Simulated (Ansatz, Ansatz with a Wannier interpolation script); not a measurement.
**G0W0 band structure of LuOBr (P4/nmm)**

Wanted: quasiparticle gap and band widths of LuOBr (P4/nmm) over the whole zone.

Main program and level: Ansatz 0.2.0; LDA, Wannier functions and G0W0, plane waves, PAW.

Report form: the programs' logs are mostly left out.

In doubt: one-shot GW on d or f shells is unsure (step 4), so the values of those runs are not to be relied on.

**1. Starting point**

It takes space group P4/nmm (No. 129, tetragonal). Conventional cell: a = 3.765 Å, b = 3.765 Å, c = 8.354 Å, α = 90.00°, β = 90.00°, γ = 90.00°. Nearest to Lu lie 4 O at 2.18 Å and 5 Br at 3.12 to 3.85 Å and 8 Lu at 3.47 to 3.76 Å. Br has 5 Lu at 3.12 to 3.85 Å nearest. O has 4 Lu at 2.18 Å nearest. Farther neighbours and most contacts between anions are not listed.

As a file:

```cif
data_structure
_symmetry_space_group_name_H-M 'P 1'
_symmetry_Int_Tables_number 1
_cell_length_a 3.7646
_cell_length_b 3.7646
_cell_length_c 8.3540
_cell_angle_alpha 90.000
_cell_angle_beta 90.000
_cell_angle_gamma 90.000
_cell_volume 118.39
loop_
_atom_site_label
_atom_site_type_symbol
_atom_site_fract_x
_atom_site_fract_y
_atom_site_fract_z
_atom_site_occupancy
Lu1 Lu 0.00000 0.50000 0.36724 1
Lu2 Lu 0.50000 0.00000 0.63276 1
Br3 Br 0.50000 0.00000 0.17180 1
Br4 Br 0.00000 0.50000 0.82820 1
O5 O 0.00000 0.00000 0.50000 1
O6 O 0.50000 0.50000 0.50000 1
```

The cell and positions come from the Crystallography Open Database and are kept as given unless a step says otherwise. Spin-orbit coupling is left out unless a step names it. The default PAW set here is soft_2. Its files were made with PBE.

**2. LDA bands**

Levels along a band path, at the cheap level, show where the edges lie and whether the meshes to come will hold them.

This step: DFT, LDA, plane waves, PAW.

File input.yaml:

```yaml
crystal:
  lattice:
    - [3.7646, 0.0, 0.0]
    - [0.0, 3.7646, 0.0]
    - [0.0, 0.0, 8.354]
  atoms:
    - { symbol: Lu, position: [0.0, 0.5, 0.36724] }
    - { symbol: Lu, position: [0.5, 0.0, 0.63276] }
    - { symbol: Br, position: [0.5, 0.0, 0.1718] }
    - { symbol: Br, position: [0.0, 0.5, 0.8282] }
    - { symbol: O, position: [0.0, 0.0, 0.5] }
    - { symbol: O, position: [0.5, 0.5, 0.5] }
kpoints:
  mp_grid: { grid: [4, 4, 2] }
  band_path:
    path:
      - [[0.0, 0.0, 0.0], [0.0, 0.5, 0.0], [0.5, 0.5, 0.0], [0.0, 0.0, 0.0], [0.0, 0.0, 0.5], [0.0, 0.5, 0.5], [0.5, 0.5, 0.5], [0.0, 0.0, 0.5]]
      - [[0.0, 0.5, 0.0], [0.0, 0.5, 0.5]]
      - [[0.5, 0.5, 0.0], [0.5, 0.5, 0.5]]
    npoints: 10
hamiltonian:
  xc: lda
scf:
  occupations: { method: fermi_dirac, width: 0.02 }
  n_extra_bands: 62
output:
  eigenvalues: true
  fatbands: true
  write_density: true
  write_potential: true
  elf: true
  volumetric_format: npy
```

Launch:

```console
> ansatz run input.yaml --threads 4 --pin off --max-ram 18432MiB --backend cpu --events-out ev --progress --plain --runs-dir out
```

Elapsed: 26 s, on 4 threads of Arm Neoverse V1, shared host; peak memory 0.86 GiB.

Numbers from this step:

```yaml
filled_bands: 38
gap: 3.874 eV
valence_top_at: Γ
conduction_bottom_at: k = (0.000, 0.000, 0.100)
least_direct_gap: 3.899 eV
```

The gap is indirect, with the least direct gap 0.02 eV higher.

ELF in the ac plane at fractional y = 0.000, with atoms of Lu and Br and O within 0.2 Å of it. It is the smooth field of the valence electrons, not physical close to the nuclei.

Ten even steps from '0' (0.01) to '9' (0.89), each cell a mean:
```
00000123210000
00000000000000
00000000000000
00000000000000
00000000000000
00000133210000
00013678752000
00026999985100
43127999996113
87425899984258
88832588742588
36962122213886
68873000014887
88752000002688
65410001000246
21111345431011
00146888876310
01479988999731
02699732489851
02699400069861
02699721389851
01589998999741
00268999998520
00024788764100
```
Columns run along a (3.8 Å), rows up along c (8.4 Å). Atoms in or near the plane, at fractional coordinates: Lu at (0.50, 0.63), Br at (0.50, 0.17), O at (0.00, 0.50).

Valence density in the ac plane at fractional y = 0.000, with atoms of Lu and Br and O within 0.2 Å of it. It is the smooth field of the valence electrons, not physical close to the nuclei.

Ten steps, logarithmic in the rise over the least value, from '_' (0 e/Å³) to '@' (42 e/Å³), each cell a mean:
```
____________________________
____________________________
____________________________
____________________________
____________________________
__________........__________
________..--==++==::..______
______..--**##%%##++::______
______..==##@@@@%%**--..____
::::....--**%%%%##++::....::
++==--..::--++++==--..::--==
**++==::..............::==++
++++--..______________::--++
----::..______________..::--
....______________________..
____________________________
__________..........________
______....::::::::::..______
______..::::::::::::::..____
______..::::..__..::::..____
______..::::::::::::::..____
______....::::::::::..______
__________..........________
____________________________
```
Columns run along a (3.8 Å), rows up along c (8.4 Å). Atoms in or near the plane, at fractional coordinates: Lu at (0.50, 0.63), Br at (0.50, 0.17), O at (0.00, 0.50).

**3. Wannier functions (Br:4p Lu:6s Lu:5d Lu:4f O:2p) on 8×8×4**

Localised functions give a small Hamiltonian that interpolates between mesh points at no cost.

This step: maximally localised Wannier functions, LDA, plane waves, PAW.

input.yaml, the sections that differ from step 2:

```yaml
kpoints:
  mp_grid: { grid: [4, 4, 2] }
scf:
  occupations: { method: fixed }
  n_extra_bands: 62
output:
  wannier:
    kmesh: [8, 8, 4]
    projections:
      - { species: Br, l: p, shell: 4 }
      - { species: Lu, l: s, shell: 6 }
      - { species: Lu, l: d, shell: 5 }
      - { species: Lu, l: f, shell: 4 }
      - { species: O, l: p, shell: 2 }
    minimise: true
    write_hr: true
    seedname: w
    conv_tol: 1.0e-07
    max_iter: 4000
    disentanglement:
      window: [3.2, 22.39]
      frozen_window: [3.2, 14.74]
      conv_tol: 1.0e-08
# crystal, hamiltonian: as in step 2
```

It took 53 s on 4 threads; peak memory 1.4 GiB; 3.1 min of CPU time.

w.win, one line in 2:

```text
! ansatz wannier90 interface
! states of the run's bands (counted from 1): 1-60
num_wann  = 38
conv_tol = 1e-7
dis_win_min = 3.2
dis_froz_min = 3.2
dis_num_iter = 10000
guiding_centres = true

Ang
                      0.0                   3.7646                      0.0
end unit_cell_cart
begin atoms_frac
Lu                       0.5                      0.0                  0.63276
Br                       0.0                      0.5                   0.8282
O                        0.5                      0.5                      0.5
```

This step gave:

```yaml
gauge_invariant_spread: 43.33 Å²
diagonal_spread: 0.02997 Å²
off_diagonal_spread: 4.369 Å²
total_spread: 47.73 Å²
least_projectability: 0.2686
localisation_steps: 73
disentanglement_steps: 182
r_m_s_interpolation_error: 6.96e-4 eV
r_m_s_error_near_the_gap: 0.001093 eV
```

Near the gap the model misses directly solved bands by 1.1 meV r.m.s. and by 9 meV at most in the window tested. This tests the starting bands, not the corrections carried with them.

Wannier functions, by row:

```tsv
function	x (Å)	y (Å)	z (Å)	spread (Å²)	nearest atom	distance (Å)
1	1.8	-0.045	1.371	1.653	Br3	0.114
2	1.965	-0.045	1.371	1.653	Br3	0.114
3	1.882	0.091	1.371	1.643	Br3	0.111
4	0.077	1.827	6.983	1.655	Br4	0.114
5	-0.087	1.848	6.983	1.65	Br4	0.113
6	0.01	1.973	6.983	1.644	Br4	0.111
7	0.627	1.882	2.486	2.332	Lu1	0.855
8	1.255	-0.004	5.87	2.336	Lu2	0.857
9	0.008	1.882	3.242	0.915	Lu1	0.174
10	-0.628	1.882	2.48	2.34	Lu1	0.86
11	0.004	2.51	2.484	2.336	Lu1	0.857
12	0.004	1.255	2.484	2.335	Lu1	0.857
13	-0.144	2.034	3.001	1.189	Lu1	0.22
14	1.882	-0.008	5.112	0.916	Lu2	0.174
15	2.51	-0.004	5.87	2.335	Lu2	0.857
16	1.882	0.628	5.874	2.34	Lu2	0.86
17	1.882	-0.627	5.868	2.331	Lu2	0.855
18	1.743	-0.147	5.353	1.156	Lu2	0.213
19	0.147	1.743	3.001	1.156	Lu1	0.213
20	-0.05	1.882	3.085	0.287	Lu1	0.053
21	0.014	1.925	3.09	0.305	Lu1	0.05
22	0.014	1.839	3.09	0.305	Lu1	0.05
23	0.002	1.882	3.114	0.324	Lu1	0.046
24	-0.144	1.731	3.001	1.188	Lu1	0.219
25	0.147	2.022	3.001	1.156	Lu1	0.214
26	1.731	0.144	5.353	1.189	Lu2	0.22
27	1.882	-0.002	5.24	0.324	Lu2	0.046
28	1.839	-0.014	5.264	0.305	Lu2	0.05
29	2.034	0.144	5.353	1.188	Lu2	0.219
30	1.882	0.05	5.269	0.287	Lu2	0.053
31	1.925	-0.014	5.264	0.305	Lu2	0.05
32	2.022	-0.147	5.353	1.155	Lu2	0.213
33	0	-0.039	4.161	0.892	O5	0.043
34	0	0	4.21	0.963	O5	0.033
35	0	0.039	4.161	0.893	O5	0.043
36	1.922	1.882	4.161	0.892	O6	0.043
37	1.843	1.882	4.161	0.892	O6	0.043
38	1.882	1.882	4.21	0.963	O6	0.033
```

Frozen up to 6.87 eV; above it the model need not follow the bands. Electronic bands along the path, in eV, zero at the valence-band top:

```tsv
point	band 35	band 36	band 37	band 38	band 39	band 40	band 41	band 42
Γ	-0.85	-0.12	-0.12	0.00	3.90	3.93	5.29	5.42
halfway	-0.74	-0.67	-0.32	-0.20	5.00	5.18	5.88	5.89
X	-1.00	-1.00	-0.42	-0.42	5.37	5.37	5.68	5.68
halfway	-1.00	-1.00	-0.77	-0.77	4.72	4.72	6.22	6.22
M	-0.90	-0.90	-0.74	-0.74	4.59	4.59	6.15	6.15
halfway	-1.14	-1.00	-0.47	-0.40	4.91	5.01	6.22	6.67
Γ	-0.85	-0.12	-0.12	0.00	3.90	3.93	5.29	5.42
halfway	-0.70	-0.35	-0.19	-0.19	3.93	4.25	5.36	5.42
Z	-0.53	-0.53	-0.31	-0.31	4.07	4.44	5.43	5.43
halfway	-0.56	-0.51	-0.40	-0.34	5.11	5.36	5.80	5.81
R	-0.71	-0.71	-0.41	-0.41	5.27	5.27	5.91	5.91
halfway	-1.05	-1.05	-0.75	-0.75	5.01	5.01	6.26	6.26
A	-0.83	-0.83	-0.74	-0.74	4.60	4.60	6.02	6.02
halfway	-1.31	-0.54	-0.46	-0.44	4.91	5.30	5.96	6.48
Z	-0.53	-0.53	-0.31	-0.31	4.07	4.44	5.43	5.43
jump to X	-1.00	-1.00	-0.42	-0.42	5.37	5.37	5.68	5.68
halfway	-0.84	-0.84	-0.42	-0.42	5.31	5.31	5.78	5.78
R	-0.71	-0.71	-0.41	-0.41	5.27	5.27	5.91	5.91
jump to M	-0.90	-0.90	-0.74	-0.74	4.59	4.59	6.15	6.15
halfway	-0.86	-0.86	-0.74	-0.74	4.60	4.60	6.16	6.16
A	-0.83	-0.83	-0.74	-0.74	4.60	4.60	6.02	6.02
```

The same for Kohn-Sham, solved directly:

```tsv
point	band 35	band 36	band 37	band 38	band 39	band 40	band 41	band 42
Γ	-0.85	-0.12	-0.12	0.00	3.90	3.93	5.29	5.42
X	-1.00	-1.00	-0.42	-0.42	5.37	5.37	5.68	5.68
M	-0.90	-0.90	-0.74	-0.74	4.59	4.59	6.15	6.15
Γ	-0.85	-0.12	-0.12	0.00	3.90	3.93	5.29	5.42
Z	-0.53	-0.53	-0.31	-0.31	4.07	4.44	5.43	5.43
R	-0.71	-0.71	-0.41	-0.41	5.27	5.27	5.91	5.91
A	-0.83	-0.83	-0.74	-0.74	4.60	4.60	6.02	6.02
Z	-0.53	-0.53	-0.31	-0.31	4.07	4.44	5.43	5.43
X	-1.00	-1.00	-0.42	-0.42	5.37	5.37	5.68	5.68
R	-0.71	-0.71	-0.41	-0.41	5.27	5.27	5.91	5.91
M	-0.90	-0.90	-0.74	-0.74	4.59	4.59	6.15	6.15
A	-0.83	-0.83	-0.74	-0.74	4.60	4.60	6.02	6.02
```

**4. G0W0 at every point of the mesh: 4×4×2 mesh, 445 empty bands, screening to 140 eV**

Now the one-shot GW correction: screening in the RPA, then the self-energy of the levels asked for.

This step: G0W0 on LDA, plane waves, PAW.

input.yaml, the sections that differ from step 3:

```yaml
scf:
  occupations: { method: fixed }
gw:
  n_empty_bands: 445
  ecut_chi: 140.0
  qp_bands: [v26, c8]
  screening: { model: contour_deformation }
# crystal, kpoints, hamiltonian: as in step 3
# output: removed
```

Run time: 15 min. Hardware: 4 threads; peak memory 1.8 GiB; 58 min of CPU time.

This step gave:

```yaml
bands_summed: 483
rpa_eps_infinity_on_this_mesh_eigenvalues: 3.715, 4.621, 4.621
plane_waves_in_the_screening_matrix: 437
q_points_in_the_mesh: 32
g0w0_gap_on_the_mesh: 5.859 eV
k_of_the_valence_top: 0, 0, 0
k_of_the_conduction_bottom: 0, 0, 0
starting_gap_on_the_mesh: 3.900 eV
z_at_the_valence_top: 0.7835
z_at_the_conduction_bottom: 0.8243
least_direct_g0w0_gap_on_the_computed_points: 5.859 eV
```

The gap on the mesh goes from 3.90 eV to 5.86 eV, a correction of +1.96 eV. Between the two edge states, bare exchange in place of the xc potential would open the gap by 8.94 eV, and correlation takes back 6.98 eV. The start differs from the 3.87 eV found before because this mesh misses an edge.

**5. Interpolating the corrections**

A script adds the corrections, carried to the Wannier functions and back, to the LDA levels, along the path and on a 13×13×9 mesh.

| Property | Result |
| --- | --- |
| G0W0 gap over the zone | 5.835 eV |
| valence top at | Γ |
| starting gap over the zone | 3.873 eV |
| least direct G0W0 gap | 5.859 eV |
| G0W0 gap on the mesh | 5.859 eV |
| valence width, start | 4.510 eV |
| valence width, G0W0 | 4.426 eV |
| gap by a rigid shift | 5.832 eV |

Levels solved directly plus the interpolated quasiparticle correction. Limits: finite bands, cutoff and mesh; no spin-orbit coupling; coarse k mesh. Quasiparticle bands along the path, in eV, zero at the valence-band top of each set:

```tsv
point	band 35	band 36	band 37	band 38	band 39	band 40	band 41	band 42
Γ	-1.01	-0.03	-0.03	0.00	5.86	5.90	7.28	7.78
halfway	-0.88	-0.61	-0.36	-0.22	7.03	7.19	8.17	8.19
X	-1.12	-1.12	-0.52	-0.52	7.49	7.49	7.89	7.89
halfway	-1.01	-1.01	-0.91	-0.91	6.80	6.80	8.38	8.38
M	-1.06	-1.06	-0.68	-0.68	6.53	6.53	8.27	8.27
halfway	-1.25	-1.14	-0.53	-0.23	7.07	7.11	8.51	8.87
Γ	-1.01	-0.03	-0.03	0.00	5.86	5.90	7.28	7.78
halfway	-0.81	-0.34	-0.09	-0.09	5.89	6.22	7.36	7.78
Z	-0.66	-0.66	-0.18	-0.18	6.05	6.41	7.46	7.78
halfway	-0.63	-0.60	-0.42	-0.30	7.10	7.43	8.00	8.01
R	-0.77	-0.77	-0.51	-0.51	7.34	7.34	8.20	8.20
halfway	-1.11	-1.11	-0.80	-0.80	7.08	7.08	8.56	8.56
A	-0.99	-0.99	-0.68	-0.68	6.49	6.49	8.35	8.35
halfway	-1.56	-0.57	-0.54	-0.26	7.07	7.44	8.19	8.82
Z	-0.66	-0.66	-0.18	-0.18	6.05	6.41	7.46	7.78
jump to X	-1.12	-1.12	-0.52	-0.52	7.49	7.49	7.89	7.89
halfway	-0.90	-0.89	-0.52	-0.52	7.41	7.41	8.04	8.04
R	-0.77	-0.77	-0.51	-0.51	7.34	7.34	8.20	8.20
jump to M	-1.06	-1.06	-0.68	-0.68	6.53	6.53	8.27	8.27
halfway	-1.02	-1.02	-0.68	-0.68	6.51	6.51	8.33	8.33
A	-0.99	-0.99	-0.68	-0.68	6.49	6.49	8.35	8.35
```

The same for LDA:

(Unchanged from step 3.)

The density of states has structure finer than the step of the table below, so its rows give means over 0.5 eV, whole bins alone (the curve runs from -5 to 8.8 eV). Peaks (eV: height): G0W0 -4.20: 67.7; LDA -2.60: 68.9, 7.50: 8.88.

Wannier model on a dense mesh, Gaussian width 0.15 eV. Limits: finite bands, cutoff and mesh; no spin-orbit coupling; coarse k mesh. Table of density of states by energy, zero at the valence-band top of each set; means over each step; values in states/eV/cell:

```tsv
energy (eV)	G0W0	LDA
-4.5	16.8	1.65
-4.0	39.7	3.74
-3.5	14.5	7.52
-3.0	3.20	18.4
-2.5	4.20	40.4
-2.0	3.53	7.51
-1.5	5.93	6.27
-1.0	7.58	8.67
-0.5	7.07	8.72
0.0	1.55	1.12
0.5	0.00216	6.8e-4
1.0	0	0
1.5	0	0
2.0	0	0
2.5	0	0
3.0	0	0
3.5	0	0.00237
4.0	0	0.182
4.5	0	1.87
5.0	0	3.78
5.5	0.00399	4.03
6.0	0.199	5.45
6.5	1.67	6.22
7.0	3.04	4.51
7.5	3.45	7.25
8.0	4.29	4.85
8.5	5.52	3.00
```

Corrections by starting level (eV, on the run's own energy scale, so only their differences matter):

```tsv
start	correction
-4.51	−0.92
-3.64	−0.93
-3.26	−1.38
-2.96	−2.12
-2.29	−2.16
-1.87	−1.40
-1.37	−1.21
-1.00	−1.16
-0.74	−0.97
-0.40	−0.86
0.00	−1.03
4.44	+0.94
4.60	+0.86
5.37	+1.10
6.22	+1.26
6.56	+1.21
7.06	+1.09
8.09	+1.33
```

**6. LDA+SOC bands, for comparison**

Spin-orbit coupling can split or shift the edges; a non-collinear run measures by how much.

This step: DFT, LDA with spin-orbit coupling, plane waves, PAW.

input.yaml, the sections that differ from step 4:

```yaml
kpoints:
  mp_grid: { grid: [4, 4, 2] }
  band_path:
    path:
      - [[0.0, 0.0, 0.0], [0.0, 0.5, 0.0], [0.5, 0.5, 0.0], [0.0, 0.0, 0.0], [0.0, 0.0, 0.5], [0.0, 0.5, 0.5], [0.5, 0.5, 0.5], [0.0, 0.0, 0.5]]
      - [[0.0, 0.5, 0.0], [0.0, 0.5, 0.5]]
      - [[0.5, 0.5, 0.0], [0.5, 0.5, 0.5]]
    npoints: 10
scf:
  occupations: { method: fermi_dirac, width: 0.02 }
  n_extra_bands: 12
magnetization:
  noncollinear: true
  spin_orbit: true
output:
  eigenvalues: true
# crystal, hamiltonian: as in step 4
# gw: removed
```

The job ended after 76 s (4 threads; peak memory 1.4 GiB; 5 min of CPU time).

This step gave:

```
filled bands         : 76
gap                  : 3.754 eV
valence top at       : Γ
conduction bottom at : k = (0.000, 0.000, 0.100)
least direct gap     : 3.776 eV
```

The gap stands −0.12 eV against LDA.

Electronic bands along the path, in eV, zero at the top of the highest nominally filled band:

```tsv
point	band 73	band 74	band 75	band 76	band 77	band 78	band 79	band 80
Γ	-0.08	-0.08	0.00	0.00	3.78	3.78	3.81	3.81
halfway	-0.51	-0.51	-0.21	-0.21	4.84	4.84	5.08	5.08
X	-0.50	-0.50	-0.50	-0.50	5.21	5.21	5.21	5.21
halfway	-0.86	-0.86	-0.80	-0.80	4.50	4.50	4.69	4.69
M	-0.77	-0.77	-0.77	-0.77	4.45	4.45	4.45	4.45
halfway	-0.57	-0.57	-0.46	-0.46	4.73	4.73	4.94	4.94
Γ	-0.08	-0.08	0.00	0.00	3.78	3.78	3.81	3.81
halfway	-0.27	-0.27	-0.16	-0.16	3.81	3.81	4.12	4.12
Z	-0.46	-0.46	-0.30	-0.30	3.95	3.95	4.32	4.32
halfway	-0.44	-0.44	-0.35	-0.35	4.95	4.95	5.26	5.26
R	-0.46	-0.46	-0.46	-0.46	5.12	5.12	5.12	5.12
halfway	-0.82	-0.82	-0.81	-0.81	4.76	4.76	5.00	5.00
A	-0.76	-0.76	-0.76	-0.76	4.47	4.47	4.47	4.47
halfway	-0.55	-0.55	-0.49	-0.49	4.76	4.76	5.21	5.21
Z	-0.46	-0.46	-0.30	-0.30	3.95	3.95	4.32	4.32
jump to X	-0.50	-0.50	-0.50	-0.50	5.21	5.21	5.21	5.21
halfway	-0.48	-0.48	-0.48	-0.48	5.16	5.16	5.16	5.16
R	-0.46	-0.46	-0.46	-0.46	5.12	5.12	5.12	5.12
jump to M	-0.77	-0.77	-0.77	-0.77	4.45	4.45	4.45	4.45
halfway	-0.77	-0.77	-0.77	-0.77	4.46	4.46	4.46	4.46
A	-0.76	-0.76	-0.76	-0.76	4.47	4.47	4.47	4.47
```

**7. What came out**

```yaml
lda_gap: 3.87 eV
g0w0_gap_over_the_zone: 5.83 eV, indirect
least_direct_g0w0_gap_in_the_model: 5.86 eV
with_the_spin_orbit_change: 5.71 eV
gw_settings: 4×4×2 mesh, 445 empty bands, screening to 140 eV
known_limits: not at the basis limit; no spin-orbit coupling; coarse k mesh
```

The Wannier model follows the LDA bands to 1 meV r.m.s. near the gap. The G0W0 gap over the zone is 5.83 eV, indirect, from Γ to k = (0.000, 0.000, -0.106); on the mesh alone it is 5.86 eV, and a rigid shift of the LDA bands would give 5.83 eV. The valence width in the model goes from 4.51 eV to 4.43 eV. LDA+SOC gives a gap of 3.75 eV on the same path, a spin-orbit change of −0.12 eV that would bring the G0W0 gap to 5.71 eV. Bands and cutoff are finite, so the gap is not at the basis limit. The miss can reach some tenths of an eV and take either sign; the mesh is an error of its own. Above the frozen window of the model the interpolated levels need not meet the computed ones, even at points of the mesh. The 4×4×2 mesh is coarse for this cell (its supercell is 15 Å along the shortest edge). The RPA ε∞ on it, from the LDA start, is 3.71 and 4.62; such meshes misread the long-range screening, most where the gap is narrow.

[Paths, hosts, dates, memory and timing lines, banners, echoed tables and standing remarks are left out of the program output.]

[Logs are printed without paths, hosts, clocks, repeated set-up lines and the standing remarks that a program may print on its own settings, such as how far it seeks lower states.]

[Runs of the session that timed out or met a known fault of the program may be left out.]

[Hosts, paths, dates, database ids (printed as entryN), source tags and the programs' standing remarks are cut or masked in the printed files.]
